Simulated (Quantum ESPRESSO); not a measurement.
The Gd L₃ edge of atom 1 in GdAl (Pm-3m), with 8 Al at 3.14 Å and 6 Gd at 3.63 Å (cube and octahedron, as in bcc, site symmetry m-3m), was computed in 2 ways: excited-electron core hole (neutral cell) and no core hole. Program and functional: Quantum ESPRESSO XSpectra, LDA, without spin-orbit coupling, Lorentzian half width 2 eV (not a setting of the program: the run's 0.4 eV curve was folded afterwards with a further Lorentzian); cells of 2 and 8 atoms (the run without a hole in the smaller).

Each run is counted from its own lowest empty level or Fermi level and scaled to a mean of 1 over its first 20 eV.

```
E (eV)  run 1  run 2
 -2.00   0.33   0.49
 -1.25   0.44   0.66
 -0.50   0.59   0.90
  0.25   0.77   1.16
  1.00   0.94   1.34
  1.75   1.06   1.40
  2.50   1.13   1.38
  3.25   1.18   1.38
  4.00   1.24   1.43
  4.75   1.33   1.47
  5.50   1.41   1.45
  6.25   1.43   1.36
  7.00   1.39   1.25
  7.75   1.32   1.14
  8.50   1.23   1.03
  9.25   1.15   0.95
 10.00   1.05   0.87
 10.75   0.95   0.80
 11.50   0.87   0.75
 12.25   0.82   0.73
 13.00   0.80   0.72
 13.75   0.79   0.72
 14.50   0.78   0.71
 15.25   0.77   0.70
 16.00   0.75   0.71
 16.75   0.75   0.71
 17.50   0.76   0.72
 18.25   0.76   0.71
 19.00   0.74   0.69
 19.75   0.72   0.67
 20.50   0.70   0.67
 21.25   0.70   0.68
 22.00   0.71   0.69
 22.75   0.72   0.71
 23.50   0.72   0.70
 24.25   0.71   0.69
 25.00   0.71   0.69
 25.75   0.71   0.70
 26.50   0.72   0.70
 27.25   0.72   0.70
 28.00   0.71   0.71
 28.75   0.72   0.74
 29.50   0.75   0.77
 30.25   0.79   0.80
 31.00   0.83   0.82
 31.75   0.86   0.84
```

Which run is which?

Run 1: no core hole (area from −2 to 6 eV 7.9, main maxima 6.2 eV (1.44)). Run 2: excited-electron core hole (neutral cell) (area from −2 to 6 eV 9.8, main maxima 1.8 eV (1.40) and 4.9 eV (1.47)). With each curve scaled to its own mean, the area from −2 to 6 eV with the hole is 9.8 against 7.9, and the centre of weight from −1 to 20 eV moves by -0.7 eV: the hole pulls the absorber's empty states down.

[Banner, clock and machine lines of the logs are left out without a mark of their own.]

[Logs are printed without paths, hosts, clocks, repeated set-up lines and the standing remarks that a program may print on its own settings, such as how far it seeks lower states.]

[Hosts, paths, dates, database ids (printed as entryN), source tags and the programs' standing remarks are cut or masked in the printed files.]

[Lists of maxima count a maximum above −3 eV only where it reaches 4 % of the highest in the window and stands out from its surroundings by 2 % of it (1.5 % where it reaches 55 %); shoulders and weaker maxima are passed over, and of the rest the first, up to two pre-edge ones and the few strongest are named.]
